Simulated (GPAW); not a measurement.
## How BN absorbs and reflects light

Aim: the dielectric function of BN, and the optical constants that follow from it. The cell comes from an older database entry, whose edges can differ from later determinations, mostly by under a per cent.

Calculated with GPAW 26.7.0; DFT, PBE, plane-wave PAW (GPAW data sets), scalar-relativistic, RPA, optical limit.

The database entry behind the starting cell has ideal inner coordinates that were not refined, so it need not match the best structure at ambient conditions.

## Step 1: The structure

Symmetry: P6_3mc, No. 186, hexagonal system. Conventional cell: a = 2.536 Å, b = 2.536 Å, c = 4.199 Å, α = 90.00°, β = 90.00°, γ = 120.00°. N has 4 B at 1.56 to 1.57 Å nearest. B has 4 N at 1.56 to 1.57 Å nearest. Farther neighbours and most contacts between anions are not listed.

## Step 2: Ground state

The self-consistent density comes first; it also tells whether there is a gap, which decides the occupations and the need for a Drude term.

This step: DFT, PBE, plane-wave PAW (GPAW data sets), scalar-relativistic, ground state (GPAW 26.7.0).

Contents of gs.py:

```python
from ase import Atoms
from ase.dft.bandgap import bandgap
from gpaw import GPAW, PW, FermiDirac

atoms = Atoms(['N', 'N', 'B', 'B'],
              cell=[[2.536000000000, 0.000000000000, 0.000000000000],
                    [-1.268000000000, 2.196240424000, 0.000000000000],
                    [0.000000000000, 0.000000000000, 4.199000000000]],
              scaled_positions=[[0.333333333300, 0.666666666700, 0.875000000000],
                                [0.666666666700, 0.333333333300, 0.375000000000],
                                [0.333333333300, 0.666666666700, 0.500000000000],
                                [0.666666666700, 0.333333333300, 0.000000000000]],
              pbc=[True, True, True])
atoms.calc = GPAW(mode=PW(500), xc='PBE', kpts={'size': (12, 12, 5), 'gamma': True},
                  occupations=FermiDirac(0.05), maxiter=150, txt='gs.txt')
print('energy (eV)', atoms.get_potential_energy())
print('Fermi level (eV)', atoms.calc.get_fermi_level())
print('valence electrons', atoms.calc.get_number_of_electrons())
print('gap (eV)', bandgap(atoms.calc, output=None)[0])
print('direct gap (eV)', bandgap(atoms.calc, direct=True, output=None)[0])
atoms.calc.write('gs.gpw')
```

Command:

```
OMP_NUM_THREADS=1 python gs.py
```

Numbers of over 12 decimals in the logs are rounded to 6 here.

Output:

```text
__  _  _
 | _ |_)|_||  |
 |__||  | ||/\| - 26.7.0

Versions:
  Python: 3.12.14
  ASE:    3.29.0
  Numpy:  2.5.5
  Scipy:  1.18.1
  Libxc:  7.0.0

Input parameters:
  mode=PW(ecut=500.0),
  kpts=MonkhorstPack(size=(12, 12, 5), gamma=True),
  maxiter=150,
  occupations=Occupations(name='fermi-dirac', width=0.05, fixmagmom=False),
  xc=XC(name='PBE')

Diagonalizing LCAO Hamiltonian
Converting LCAO to pw mode

        N
        B

          N
          B

Atoms  # Å, Bohr magnetons
|   | symbol |         x |        y |        z |    initial magnetic moments |
| 0 |      N | -0.000000 | 1.464160 | 3.674125 | ( 0.0000,  0.0000,  0.0000) |
| 1 |      N |  1.268000 | 0.732080 | 1.574625 | ( 0.0000,  0.0000,  0.0000) |
| 2 |      B | -0.000000 | 1.464160 | 2.099500 | ( 0.0000,  0.0000,  0.0000) |
| 3 |      B |  1.268000 | 0.732080 | 0.000000 | ( 0.0000,  0.0000,  0.0000) |

Unit cell  # Å
| periodic |         x |        y |        z |  lengths |     angles |
|      yes |  2.536000 | 0.000000 | 0.000000 | 2.536000 |  90.000000 |
|      yes | -1.268000 | 2.196240 | 0.000000 | 2.536000 |  90.000000 |
|      yes |  0.000000 | 0.000000 | 4.199000 | 4.199000 | 120.000000 |

Number of symmetries: 6
Symmetry operations  # r_c * U_cc + t_c -> r_c
|   | kind |            matrix            |
| 0 |  σ   |  1, 1, 0,  0,-1, 0,  0, 0, 1 |
| 1 |  E   |  1, 0, 0,  0, 1, 0,  0, 0, 1 |
| 2 |  C3  |  0, 1, 0, -1,-1, 0,  0, 0, 1 |
| 3 |  σ   |  0,-1, 0, -1, 0, 0,  0, 0, 1 |
| 4 |  σ   | -1, 0, 0,  1, 1, 0,  0, 0, 1 |
| 5 |  C3  | -1,-1, 0,  1, 0, 0,  0, 0, 1 |

BZ-sampling:
  Number of BZ points: 720
  Number of IBZ points: 81

  Monkhorst-Pack size: [12, 12, 5]
  Monkhorst-Pack shift: [0.041667, 0.041667, 0.0]

K-points  # in reciprocal-cell coordinates
|     |                                coordinates |     weight |
|   0 | ( -0.00000000,  -0.00000000,   0.00000000) | 0.00138889 |
|   1 | ( -0.00000000,  -0.00000000,   0.20000000) | 0.00277778 |
|   2 | ( -0.00000000,  -0.00000000,   0.40000000) | 0.00277778 |
|   3 | (  0.08333333,  -0.00000000,  -0.40000000) | 0.00833333 |
|   4 | (  0.08333333,  -0.00000000,  -0.20000000) | 0.00833333 |
|   5 | (  0.08333333,  -0.00000000,   0.00000000) | 0.00833333 |
|   6 | (  0.08333333,  -0.00000000,   0.20000000) | 0.00833333 |
|   7 | (  0.08333333,  -0.00000000,   0.40000000) | 0.00833333 |
|   8 | (  0.16666667,  -0.08333333,   0.00000000) | 0.00833333 |
|   9 | (  0.16666667,  -0.08333333,   0.20000000) | 0.01666667 |
| ... |                                            |            |
|  80 | (  0.50000000,   0.50000000,   0.40000000) | 0.00833333 |

Plane wave coefficients: 605
Cutoff: 500.0 eV

Spin-components: 1 (collinear spins)
Bands:           14
Projectors:      20
Spin-degeneracy: 2
Datatype:        complex128

Parallelization:
  kpt:    1
  domain: 1
  band:   1

Density:
  Valence electrons: 16.0
  Components: 1
  Grid points: [14 14 24]
  Charge: 0.0  # |e|

Potential:
  Grid points: [14 14 24]

species:
  N:
    name:    Nitrogen
    id:
    Z:       7.0
    valence: 5
    core:    2
    charge:  0.0  # [|e|]
    compensation charges:
      type: gauss
      rc: 0.18  # [Å]
      lmax: 2
    cutoffs:
      filter: 1.11  # [Å]
      core: 0.96  # [Å]
    projectors
    | kind |    occ | energy [eV] | rcut [Å] |
    |   2s |  2.000 |     -18.583 |    0.603 |
    |   2p |  3.000 |      -7.089 |    0.529 |
    |    s |        |       8.629 |    0.603 |
    |    p |        |      20.123 |    0.529 |
    |    d |        |       0.000 |    0.577 |

    Using partial waves for N as LCAO basis

  B:
    name:    Boron
    id:
    Z:       5.0
    valence: 3
    core:    2
    charge:  0.0  # [|e|]
    compensation charges:
      type: gauss
      rc: 0.20  # [Å]
      lmax: 2
    cutoffs:
      filter: 1.14  # [Å]
      core: 1.38  # [Å]
    projectors
    | kind |    occ | energy [eV] | rcut [Å] |
    |   2s |  2.000 |      -9.443 |    0.635 |
    |   2p |  1.000 |      -3.606 |    0.635 |
    |    s |        |      17.768 |    0.635 |
    |    p |        |      23.605 |    0.635 |
    |    d |        |       0.000 |    0.635 |

    Using partial waves for B as LCAO basis

Reference energy: -4302.422143  # eV

eigensolver:
  PPCG
  Converge bands: occupied
  niter=2

density mixing:
  MSR1-Mixer
  Pratt-step length: 0.05
  Maximum mixing coefficient: 0.75
  Old densities: 10
  SVD Regularization: 0.005
  Good broyden scale: 1.0
  Trust region scale: 1.0
  Backstep threshold: 4.0
  History deletion threshold: 6.0
  Fourier metric: weight=20.0, sigma=0.015

occupation numbers:
  Fermi-Dirac:
    width: 0.0500  # eV

poisson solver:
  ecut: 4000.0  # eV

xc functional:
  name: PBE with 2 nearest neighbor stencil

convergence criteria:
- Maximum [total energy] change in last 3 cyles: 0.0005 eV / valence electron
- Maximum integral of absolute [dens]ity change: 0.0001 electrons / valence electron
- Maximum integral of absolute [eigenst]ate change: 4e-08 eV^2 / valence electron
maximum number of iterations: 150

SCF iterations
|iter     |      energy | eigst |  dens |
|iter:   1||  -35.183932 | +0.09 |       |
|iter:   2||  -34.888892 | -1.78 | -0.75 |
|iter:   3||  -33.708482 | -0.82 | -0.79 |
|iter:   4||  -33.692366 | -2.69 | -1.39 |
|iter:   5||  -33.691625 | -3.21 | -1.86 |
|iter:   6||  -33.691749c| -4.86 | -2.61 |
|iter:   7||  -33.691746c| -6.20 | -3.53 |
|iter:   8||  -33.691747c| -7.78c| -4.25c|

Converged in 8 steps
SCF loop duration: 6.417 s (0.802 s/step)
Energy contributions relative to reference atoms: (reference = -4302.422143)

Energy contributions:
  Kinetic:          28.416592
  Coulomb:         -25.200849
  Zero:             -0.127212
  External:          0.000000
  Xc:              -36.780277
  Entropy:           0.000000
  Spinorbit:         0.000000
  ----------------------------
  Free energy:     -33.691747
  Extrapolated:    -33.691747

dipole moment: (0.000000, 0.000000, -4.425715)  # |e|*Ang

Fermi level: 13.413
Eigenvalues  # (at kpt = [-0.000, -0.000, 0.000])
| band index |      eig [eV] | occ [0-2] |
|          0 |       -10.170 |     2.000 |
|          1 |        -6.001 |     2.000 |
|          2 |        -0.576 |     2.000 |
|          3 |         8.298 |     2.000 |
|          4 |         8.298 |     2.000 |
|          5 |        10.204 |     2.000 |
|          6 |        10.464 |     2.000 |
|          7 |        10.464 |     2.000 |
|          8 |        18.861 |     0.000 |
|          9 |        18.861 |     0.000 |
|         10 |        19.035 |     0.000 |
|         11 |        20.062 |     0.000 |
|         12 |        21.299 |     0.000 |
|         13 |        22.437 |     0.000 |

Gap: 5.157 eV
Transition (v -> c):
  (s=0, k=0, n=7, [-0.00, -0.00, 0.00]) -> (s=0, k=39, n=8, [0.33, 0.33, 0.00])
Direct/indirect transitions are different
Direct gap: 8.323 eV
Transition at: (s=0, k=5, n=7, [0.08, -0.00, 0.00])

--- standard output ---
energy (eV) -33.691747
Fermi level (eV) 13.413274
valence electrons 16.0
gap (eV) 5.157334
direct gap (eV) 8.322926
```

Run time: 9 s. Hardware: 1 thread of Intel Xeon Platinum 8559C (Emerald Rapids), shared host; peak memory 0.14 GiB.

This step gave:

```
energy                 : -33.69 eV
Fermi energy           : 13.41 eV
gap on the k-mesh      : 5.157 eV
direct gap on the mesh : 8.323 eV
electrons              : 16
```

There is a gap, 5.16 eV on this mesh (points off the mesh can give less), so no carriers' term is needed.

## Step 3: Bands for the response

The response needs many more empty bands than the density does.

This step: DFT, PBE, plane-wave PAW (GPAW data sets), scalar-relativistic, bands at fixed density (GPAW 26.7.0).

Contents of nscf.py:

```python
from ase.dft.bandgap import bandgap
from gpaw import GPAW, FermiDirac

calc = GPAW('gs.gpw').fixed_density(kpts={'size': (15, 15, 7), 'gamma': True}, nbands=28, convergence={'bands': 22},
                                    occupations=FermiDirac(0.001), txt='nscf.txt')
print('gap (eV)', bandgap(calc, output=None)[0])
print('direct gap (eV)', bandgap(calc, direct=True, output=None)[0])
print('top band over the Fermi level (eV)', min(calc.get_eigenvalues(kpt=k)[21] for k in range(len(calc.get_ibz_k_points()))) - calc.get_fermi_level())
calc.write('full.gpw', mode='all')
```

Command:

```
OMP_NUM_THREADS=1 python nscf.py
```

Output:

```text
Diagonalizing LCAO Hamiltonian
Converting LCAO to pw mode
convergence criteria:
- Maximum integral of absolute [eigenst]ate change: 4e-08 eV^2 / valence electron
maximum number of iterations: 150

SCF iterations
|iter     |      energy | eigst |  dens |
|iter:   1||             | +2.57 |       |
|iter:   2||             | +0.92 |       |
|iter:   3||             | -0.94 |       |
|iter:   4||             | -2.65 |       |
|iter:   5||             | -4.50 |       |
|iter:   6||             | -6.20 |       |
|iter:   7||             | -7.43c|       |
SCF steps: 7
  __  _  _
 | _ |_)|_||  |
 |__||  | ||/\| - 26.7.0

Versions:
  Python: 3.12.14
  ASE:    3.29.0
  Numpy:  2.5.5
  Scipy:  1.18.1
  Libxc:  7.0.0

Input parameters:
  mode=PW(ecut=500.0),
  convergence={'bands': 22},
  gpts=array([14, 14, 24]),
  kpts=MonkhorstPack(size=(15, 15, 7), gamma=True),
  maxiter=150,
  nbands=28,
  occupations=Occupations(name='fermi-dirac', width=0.001, fixmagmom=False),
  parallel={},
  xc=XC(name='PBE')

--- standard output ---
gap (eV) 5.157334
direct gap (eV) 8.313971
top band over the Fermi level (eV) 23.496623
```

The job ended after 23 s (1 thread; peak memory 0.21 GiB).

Numbers from this step:

```
direct gap on the mesh : 8.314 eV
```

## Step 4: Dielectric function, RPA

Transitions between filled and empty bands, summed over the zone, give the optical response, so mesh, band count and broadening shape it.

The induced potential is part of this response.

This step: DFT, PBE, plane-wave PAW (GPAW data sets), scalar-relativistic, RPA, optical limit (GPAW 26.7.0).

Contents of df.py:

```python
from gpaw.response.df import DielectricFunction

df = DielectricFunction('full.gpw', frequencies={'type': 'nonlinear', 'domega0': 0.03, 'omega2': 8},
                        ecut=50,
                        eta=0.15,
                        nbands=22,
                        txt='df.txt')
for direction in ['x', 'z']:
    df.get_dielectric_function(xc='RPA', direction=direction, filename=f'df_{direction}.csv')
```

Command:

```
OMP_NUM_THREADS=1 python df.py
```

Output:

```text
Using integrator: PointIntegrator
NonLinearFrequencyDescriptor(from 0.000 to 52.232 eV, 471 points)
Nonperiodic BCs:  [False False False]
Using integrator: PointIntegrator
NonLinearFrequencyDescriptor(from 0.000 to 52.232 eV, 471 points)
Nonperiodic BCs:  [False False False]

Calculating chi0 body with:
    Ground state adapter containing:
    Number of spins: 1
    Number of kpoints: 1575
    Number of irreducible kpoints: 165
    Number of completely occupied states: 8
    Number of partially occupied states: 8

    Linear response parametrization:
    q_c: [0.0, 0.0, 0.0]
    Number of frequency points: 471
    Planewave cutoff: 50.0
    Number of bands: 22
    Number of planewaves: 23
    Broadening (eta): 0.15

Integrating chi0 body.

Symmetries of q_c:
    Direct symmetries (Uq -> q): 6
    Indirect symmetries (TUq -> q): 6
In total 12 allowed symmetries.

165 groups of equivalent kpoints. 89.523810% reduction.

Integral kind: spectral function

Calculating chi0 optical extensions with:
    Ground state adapter containing:
    Number of spins: 1
    Number of kpoints: 1575
    Number of irreducible kpoints: 165
    Number of completely occupied states: 8
    Number of partially occupied states: 8

    Linear response parametrization:
    Number of frequency points: 471
    Planewave cutoff: 50.0
    Number of bands: 22
    Number of planewaves: 23
    Broadening (eta): 0.15
Integrating chi0 head and wings.

Symmetries of q_c:
    Direct symmetries (Uq -> q): 6
    Indirect symmetries (TUq -> q): 6
In total 12 allowed symmetries.

165 groups of equivalent kpoints. 89.523810% reduction.

Integral kind: spectral function wings
```

The job ended after 4.9 s (1 thread; peak memory 0.21 GiB).

Numbers from this step:

| Item | Value |
| --- | --- |
| electronic dielectric constant ε∞, mean over x, y and z (by symmetry where fewer were run) | 4.513 |
| main peak of Im epsilon, first axis | 11.61 eV |

Values under the direct gap are tails of Lorentzian lines. Table of Im ε by photon energy; read off at these points:

| photon energy (eV) | E ∥ x | E ∥ z |
| --- | --- | --- |
| 0.000 | 0 | 0 |
| 0.250 | 0.00160 | 0.00184 |
| 0.500 | 0.00322 | 0.00369 |
| 0.750 | 0.00485 | 0.00556 |
| 1.000 | 0.00650 | 0.00746 |
| 1.250 | 0.00820 | 0.00941 |
| 1.500 | 0.00993 | 0.0114 |
| 1.750 | 0.0117 | 0.0135 |
| 2.000 | 0.0136 | 0.0157 |
| 2.250 | 0.0155 | 0.0179 |
| 2.500 | 0.0176 | 0.0203 |
| 2.750 | 0.0197 | 0.0229 |
| 3.000 | 0.0220 | 0.0256 |
| 3.250 | 0.0244 | 0.0285 |
| 3.500 | 0.0270 | 0.0316 |
| 3.750 | 0.0298 | 0.0350 |
| 4.000 | 0.0328 | 0.0388 |
| 4.250 | 0.0361 | 0.0429 |
| 4.500 | 0.0398 | 0.0474 |
| 4.750 | 0.0437 | 0.0525 |
| 5.000 | 0.0482 | 0.0582 |
| 5.250 | 0.0531 | 0.0646 |
| 5.500 | 0.0586 | 0.0720 |
| 5.750 | 0.0649 | 0.0806 |
| 6.000 | 0.0721 | 0.0906 |
| 6.250 | 0.0805 | 0.102 |
| 6.500 | 0.0902 | 0.117 |
| 6.750 | 0.102 | 0.134 |
| 7.000 | 0.116 | 0.157 |
| 7.250 | 0.133 | 0.186 |
| 7.500 | 0.155 | 0.225 |
| 7.750 | 0.184 | 0.282 |
| 8.000 | 0.226 | 0.375 |
| 8.250 | 0.302 | 0.570 |
| 8.500 | 0.473 | 1.13 |
| 8.750 | 0.698 | 2.15 |
| 9.000 | 1.07 | 3.30 |
| 9.250 | 1.52 | 3.90 |
| 9.500 | 2.15 | 5.44 |
| 9.750 | 3.11 | 7.50 |
| 10.000 | 4.78 | 9.50 |
| 10.250 | 6.99 | 11.8 |
| 10.500 | 9.76 | 10.9 |
| 10.750 | 12.1 | 10.4 |
| 11.000 | 12.2 | 12.1 |
| 11.103 | 12.3 | 12.4 |
| 11.250 | 12.3 | 11.4 |
| 11.500 | 12.3 | 10.5 |
| 11.633 | 12.4 | 9.55 |
| 11.750 | 11.9 | 8.78 |
| 12.000 | 10.0 | 6.35 |
| 12.250 | 10.1 | 7.48 |
| 12.500 | 9.62 | 7.92 |
| 12.750 | 8.08 | 7.97 |
| 13.000 | 7.22 | 7.15 |
| 13.250 | 6.89 | 7.19 |
| 13.500 | 7.19 | 8.62 |
| 13.599 | 7.60 | 8.99 |
| 13.750 | 7.85 | 8.55 |

Re ε against photon energy:

| photon energy (eV) | E ∥ x | E ∥ z |
| --- | --- | --- |
| 0.0 | 4.45 | 4.64 |
| 0.5 | 4.46 | 4.64 |
| 1.0 | 4.47 | 4.66 |
| 1.5 | 4.50 | 4.69 |
| 2.0 | 4.54 | 4.74 |
| 2.5 | 4.59 | 4.80 |
| 3.0 | 4.66 | 4.87 |
| 3.5 | 4.74 | 4.97 |
| 4.0 | 4.84 | 5.09 |
| 4.5 | 4.96 | 5.23 |
| 5.0 | 5.10 | 5.40 |
| 5.5 | 5.28 | 5.62 |
| 6.0 | 5.50 | 5.89 |
| 6.5 | 5.77 | 6.23 |
| 7.0 | 6.11 | 6.68 |
| 7.5 | 6.55 | 7.30 |
| 8.0 | 7.16 | 8.24 |
| 8.5 | 8.07 | 9.87 |
| 9.0 | 9.19 | 10.8 |
| 9.5 | 10.6 | 11.9 |
| 10.0 | 12.2 | 10.4 |
| 10.5 | 12.5 | 5.78 |
| 11.0 | 7.30 | 5.04 |
| 11.5 | 4.02 | 0.727 |
| 12.0 | 1.37 | 0.786 |
| 12.5 | -0.224 | 1.60 |
| 13.0 | -0.383 | 0.191 |
| 13.5 | 0.629 | 0.877 |

Values under the direct gap are tails of Lorentzian lines. The Im ε, E ∥ x by photon energy; read off at these points:

| photon energy (eV) | without local fields | with local fields |
| --- | --- | --- |
| 0.00 | 0 | 0 |
| 0.50 | 0.00347 | 0.00322 |
| 1.00 | 0.00702 | 0.00650 |
| 1.50 | 0.0107 | 0.00993 |
| 2.00 | 0.0147 | 0.0136 |
| 2.50 | 0.0190 | 0.0176 |
| 3.00 | 0.0238 | 0.0220 |
| 3.50 | 0.0292 | 0.0270 |
| 4.00 | 0.0356 | 0.0328 |
| 4.50 | 0.0431 | 0.0398 |
| 5.00 | 0.0523 | 0.0482 |
| 5.50 | 0.0637 | 0.0586 |
| 6.00 | 0.0785 | 0.0721 |
| 6.50 | 0.0984 | 0.0902 |
| 7.00 | 0.126 | 0.116 |
| 7.50 | 0.169 | 0.155 |
| 8.00 | 0.247 | 0.226 |
| 8.50 | 0.503 | 0.473 |
| 9.00 | 1.14 | 1.07 |
| 9.50 | 2.34 | 2.15 |
| 10.00 | 5.45 | 4.78 |
| 10.50 | 11.3 | 9.76 |
| 11.00 | 13.8 | 12.2 |
| 11.50 | 13.5 | 12.3 |
| 11.63 | 13.4 | 12.4 |
| 12.00 | 10.8 | 10.0 |
| 12.50 | 10.1 | 9.62 |
| 13.00 | 7.58 | 7.22 |
| 13.50 | 7.76 | 7.19 |

Table of reflectivity at normal incidence by photon energy; read off at these points:

| photon energy (eV) | E ∥ x (%) | E ∥ z (%) |
| --- | --- | --- |
| 0.00 | 12.7 | 13.4 |
| 0.50 | 12.8 | 13.4 |
| 1.00 | 12.8 | 13.5 |
| 1.50 | 12.9 | 13.6 |
| 2.00 | 13.0 | 13.7 |
| 2.50 | 13.2 | 13.9 |
| 3.00 | 13.4 | 14.2 |
| 3.50 | 13.7 | 14.5 |
| 4.00 | 14.1 | 14.9 |
| 4.50 | 14.5 | 15.3 |
| 5.00 | 14.9 | 15.9 |
| 5.50 | 15.5 | 16.5 |
| 6.00 | 16.2 | 17.3 |
| 6.50 | 17.0 | 18.3 |
| 7.00 | 18.0 | 19.5 |
| 7.50 | 19.2 | 21.1 |
| 8.00 | 20.8 | 23.4 |
| 8.50 | 23.0 | 26.9 |
| 9.00 | 25.6 | 29.8 |
| 9.50 | 28.7 | 33.1 |
| 10.00 | 33.0 | 36.6 |
| 10.50 | 38.3 | 37.7 |
| 11.00 | 39.8 | 40.1 |
| 11.18 | 40.0 | 41.8 |
| 11.50 | 41.1 | 41.6 |
| 11.71 | 42.6 | 40.9 |
| 12.00 | 39.8 | 32.3 |
| 12.50 | 42.0 | 34.7 |
| 12.59 | 42.1 | 35.8 |
| 13.00 | 38.0 | 36.0 |
| 13.50 | 35.0 | 37.7 |

The loss function −Im 1/ε at q → 0 has structure finer than the step of the table below, so its rows give means over 0.5 eV, whole bins alone (the curve runs from 0 to 14.0 eV). Peaks (eV: height): E ∥ x 13.34: 0.146; E ∥ z 12.02: 0.155, 13.08: 0.147.

Values under the direct gap are tails of Lorentzian lines. The loss function −Im 1/ε at q → 0 by energy loss; means over each step:

| energy loss (eV) | E ∥ x | E ∥ z |
| --- | --- | --- |
| 0.5 | 1.6e-4 | 1.7e-4 |
| 1.0 | 3.3e-4 | 3.4e-4 |
| 1.5 | 4.9e-4 | 5.2e-4 |
| 2.0 | 6.6e-4 | 7.0e-4 |
| 2.5 | 8.3e-4 | 8.8e-4 |
| 3.0 | 0.00101 | 0.00108 |
| 3.5 | 0.00120 | 0.00128 |
| 4.0 | 0.00140 | 0.00150 |
| 4.5 | 0.00162 | 0.00173 |
| 5.0 | 0.00185 | 0.00199 |
| 5.5 | 0.00210 | 0.00228 |
| 6.0 | 0.00239 | 0.00262 |
| 6.5 | 0.00272 | 0.00301 |
| 7.0 | 0.00311 | 0.00352 |
| 7.5 | 0.00362 | 0.00424 |
| 8.0 | 0.00446 | 0.00564 |
| 8.5 | 0.00722 | 0.0118 |
| 9.0 | 0.0123 | 0.0252 |
| 9.5 | 0.0181 | 0.0321 |
| 10.0 | 0.0273 | 0.0462 |
| 10.5 | 0.0405 | 0.0681 |
| 11.0 | 0.0604 | 0.0739 |
| 11.5 | 0.0737 | 0.0970 |
| 12.0 | 0.0949 | 0.138 |
| 12.5 | 0.106 | 0.121 |
| 13.0 | 0.137 | 0.136 |
| 13.5 | 0.137 | 0.119 |

From ε follow the optical constants at some laser and lamp lines:

| wavelength (nm) | n x | k x | R (%) x | 1/α x | n z | k z | R (%) z | 1/α z |
| --- | --- | --- | --- | --- | --- | --- | --- | --- |
| 1064 | 2.12 | 0.002 | 12.8 | 47 µm | 2.16 | 0.002 | 13.5 | 42 µm |
| 800 | 2.12 | 0.002 | 12.9 | 26 µm | 2.17 | 0.003 | 13.6 | 23 µm |
| 633 | 2.13 | 0.003 | 13.0 | 16 µm | 2.18 | 0.004 | 13.7 | 14 µm |
| 532 | 2.14 | 0.004 | 13.2 | 11 µm | 2.19 | 0.004 | 13.8 | 9.9 µm |
| 450 | 2.15 | 0.005 | 13.3 | 7.8 µm | 2.20 | 0.005 | 14.0 | 6.9 µm |
| 405 | 2.16 | 0.005 | 13.5 | 6.2 µm | 2.21 | 0.006 | 14.2 | 5.4 µm |
| 308 | 2.20 | 0.008 | 14.1 | 3.3 µm | 2.26 | 0.009 | 14.9 | 2.8 µm |

Below the direct gap, k and the depth come from the tails of the Lorentzian lines, not from transitions.

At 1064 nm the birefringence n(z) − n(x) is +0.044: the crystal is uniaxial positive at this level.

## Step 5: What came out

| Item | Value |
| --- | --- |
| electronic dielectric constant ε∞, mean over x, y and z (by symmetry where fewer were run) (RPA) | 4.51 |
| main peak of Im epsilon, first axis | 11.6 eV |

At this level (PBE, RPA) BN has a mean ε∞ = 4.51 and n = 2.11 at 1550 nm (E ∥ x), and Im ε peaks at 11.6 eV (E ∥ x). On the mesh the gap is 5.16 eV and the least direct gap 8.31 eV, so on this mesh the band edges lie at different points. Local fields change the static value along x from 4.62 to 4.45 (-4 %). Distinct maxima of Im ε, read by a parabola through the highest points, lie at 11.61 eV (12) and 13.75 eV (7.9) for E ∥ x. The static values by axis are 4.45 (x), 4.64 (z). At 1064 nm the birefringence n(z) − n(x) is +0.044: the crystal is uniaxial positive at this level. Excitons and phonon-assisted transitions are missing; PBE gaps are as a rule too small, which pulls the onset down and ε∞ up. The sum runs over mesh points, so small or evenly spaced maxima can still be ripples of the mesh.

[Machine, clock and banner lines and Python warnings are left out of the logs.]

[Logs are printed without paths, hosts, clocks, repeated set-up lines and the standing remarks that a program may print on its own settings, such as how far it seeks lower states.]

[Hosts, paths, dates, database ids (printed as entryN), source tags and the programs' standing remarks are cut or masked in the printed files.]
